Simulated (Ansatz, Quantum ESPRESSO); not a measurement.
# Lattice dynamics of GaN (F-43m) in two programs, part 3 of 4

How does GaN (F-43m) vibrate, and is this structure a minimum?

Quantum ESPRESSO 7.5; DFT LDA, scalar-relativistic, plane waves, JTH PAW pseudopotentials.

So far, highest frequency (cm⁻¹): step 7 (interpolated phonon bands) 731. The relaxed cell has a = 4.457 Å (conventional setting).

## (10) Sum rules set otherwise: a sum rule for molecules or wires on a crystal

This rule also removes rotations, which suits molecules and not a crystal; it is tried to see the harm.

The input, dynmat.in:

```
&INPUT
  fildyn = 'x.dyn1'
  asr    = 'zero-dim'
  fileig = 'dynmat.eig'
  lperm  = .true.
/
```

The run is started by

```
$ dynmat.x -in dynmat.in > dynmat.out
```

Numbers of over 12 decimals in the logs are rounded to 6 here.

What it wrote:

```text
[banner, memory and clock lines left out]
Program DYNMAT v.7.5

     Reading Dynamical Matrix from file x.dyn1
     ...Force constants read
     ...epsilon and Z* read
     Acoustic Sum Rule: || Z*(ASR) - Z*(orig)|| =    5.258206E+00
     Acoustic Sum Rule: ||dyn(ASR) - dyn(orig)||=    7.620033E-01
     A direction for q was not specified:TO-LO splitting will be absent

     Polarizability (A^3 units)
     multiply by 0.387011 for Clausius-Mossotti correction
         8.369661   -0.000000    0.000000
         0.000000    8.369661    0.000000
         0.000000   -0.000000    8.369661

     IR activities are in (D/A)^2/amu units

# mode   [cm-1]    [THz]      IR
    1     -0.00   -0.0000    0.0000
    2     -0.00   -0.0000    0.0000
    3     -0.00   -0.0000    0.0000
    4      0.00    0.0000    0.0000
    5      0.00    0.0000    0.0000
    6    552.43   16.5614   13.6723

Electronic dielectric permittivity tensor (relative, adimensional)
         5.751713   -0.000000    0.000000
         0.000000    5.751713    0.000000
         0.000000   -0.000000    5.751713

 ... with zone-center polar mode contributions
         7.190701   -1.438988   -1.438988
        -1.438988    7.190701    1.438988
        -1.438988    1.438988    7.190701
```

It took 0.47 s on 1 thread of Arm Neoverse N1, shared host.

The program raised no error, yet the settings are not those of a careful run.

The fault: a sum rule for molecules or wires on a crystal; 2 optical modes are projected out to zero frequency, as if they were rotations, and the static dielectric tensor is spoilt.

For a crystal the rule has to be 'simple' or 'crystal'.

Zone-centre frequencies as printed; negative means imaginary. Modes:

| mode | frequency (cm⁻¹) |
| --- | --- |
| 1 | 0 |
| 2 | 0 |
| 3 | 0 |
| 4 | 0 |
| 5 | 0 |
| 6 | 552.4 |

## (11) The LO-TO splitting (1 0 0)

A longitudinal polar mode sets up a macroscopic field that stiffens it; the term hangs on the direction from which q goes to zero.

The input, dynmat.in:

```
&INPUT
  fildyn = 'x.dyn1'
  asr    = 'simple'
  fileig = 'dynmat.eig'
  q(1)   = 1.0
  q(2)   = 0.0
  q(3)   = 0.0
/
```

The run is started by

```
$ dynmat.x -in dynmat.in > dynmat.out
```

What it wrote:

```text
[banner, memory and clock lines left out]
Program DYNMAT v.7.5

     Reading Dynamical Matrix from file x.dyn1
     ...Force constants read
     ...epsilon and Z* read

     Polarizability (A^3 units)
     multiply by 0.387011 for Clausius-Mossotti correction
         8.369661   -0.000000    0.000000
         0.000000    8.369661    0.000000
         0.000000   -0.000000    8.369661

     IR activities are in (D/A)^2/amu units

# mode   [cm-1]    [THz]      IR
    1     -0.00   -0.0000    0.0000
    2     -0.00   -0.0000    0.0000
    3      0.00    0.0000    0.0000
    4    552.40   16.5606   13.6723
    5    552.40   16.5606   13.6723
    6    730.89   21.9115   13.6723
```

The job ended after 0.47 s (1 thread).

Numbers from this step:

| Item | Value |
| --- | --- |
| highest mode moved by the LO-TO term | 730.9 cm⁻¹ |

Zone-centre frequencies as printed; negative means imaginary. Modes:

| mode | frequency (cm⁻¹) |
| --- | --- |
| 1 | 0 |
| 2 | 0 |
| 3 | 0 |
| 4 | 552.4 |
| 5 | 552.4 |
| 6 | 730.9 |

The field moves one mode, from 552 to 731 cm⁻¹; the others stay.

## (12) The dispersion under another sum rule (asr all)

The sum rule corrects the force constants themselves, so it can shift branches at any wavevector, low ones most.

The input, matdyn.in:

```
&INPUT
  asr              = 'all'
  flfrc            = 'x.fc'
  flfrq            = 'x.freq'
  flvec            = 'x.modes'
  q_in_band_form   = .true.
  q_in_cryst_coord = .true.
/
8
  0.0000000   0.0000000   0.0000000   8  ! GAMMA
  0.0000000   0.5000000   0.5000000   8  ! X
 -0.0000000   0.6250000   0.3750000   1  ! U
 -0.3750000   0.3750000  -0.0000000   8  ! K
  0.0000000   0.0000000   0.0000000   8  ! GAMMA
 -0.0000000   0.5000000  -0.0000000   8  ! L
 -0.2500000   0.5000000   0.2500000   8  ! W
  0.0000000   0.5000000   0.5000000   1  ! X
```

The run is started by

```
$ matdyn.x -in matdyn.in > matdyn.out
```

What it wrote:

```text
[banner, memory and clock lines left out]
Program MATDYN v.7.5

 mass for atomic type   1 not given; uses mass from file x.fc
 mass for atomic type   2 not given; uses mass from file x.fc

     WARNING: To use asr = 'all' for infrared-active solids, i.e., solids with nonzero
     Born effective charge, one must set read_lr = .true. in the matdyn.x input. Also,
     the flfrc file must have been constructed with write_lr = .true. in the q2r.x input.
     If the system is infrared inactive and you have nonzero Born effective charge due to
     numerical noise, you can ignore this warning.

 Norm of the difference between old and new effective charges:    6.531e-17

 Huang before:    1   1   1   2,   residual stress:  -1.1e-15
 Huang before:    1   1   1   3,   residual stress:  -1.1e-15
 Huang before:    1   1   2   2,   residual stress:   1.1e-15
 Huang before:    1   1   2   3,   residual stress:   1.1e-15
 Huang before:    1   1   3   3,   residual stress:   0.000000
 Huang before:    1   2   1   3,   residual stress:   0.000000
 Huang before:    1   2   2   2,   residual stress:  -0.000000
 Huang before:    1   2   2   3,   residual stress:   0.000000
 Huang before:    1   2   3   3,   residual stress:   1.1e-15
 Huang before:    1   3   2   2,   residual stress:  -0.000000
 Huang before:    1   3   2   3,   residual stress:   0.000000
 Huang before:    1   3   3   3,   residual stress:   1.1e-15
 Huang before:    2   2   2   3,   residual stress:  -0.000000
 Huang before:    2   2   3   3,   residual stress:  -1.1e-15
 Huang before:    2   3   3   3,   residual stress:  -1.1e-15

 Norm of the difference between old and new force-constants:   1.59229e-05

   You are using asr="all", please consider citing C. Lin, S. Ponc\'e and N. Marzari, npj Comput Mater 8, 236 (2022).
```

It took 0.5 s on 1 thread.

At the labelled points the branches move by no more than 0.2 cm⁻¹. The log warns that this rule wants the long-range part of the force constants stored apart (write_lr, read_lr) in a polar crystal, which was not done.

(Part 3 of 4 ends here.)

[Host names and launcher messages were left out of these logs when they were recorded.]

[Logs are printed without paths, hosts, clocks, repeated set-up lines and the standing remarks that a program may print on its own settings, such as how far it seeks lower states.]

[Hosts, paths, dates, database ids (printed as entryN), source tags and the programs' standing remarks are cut or masked in the printed files.]
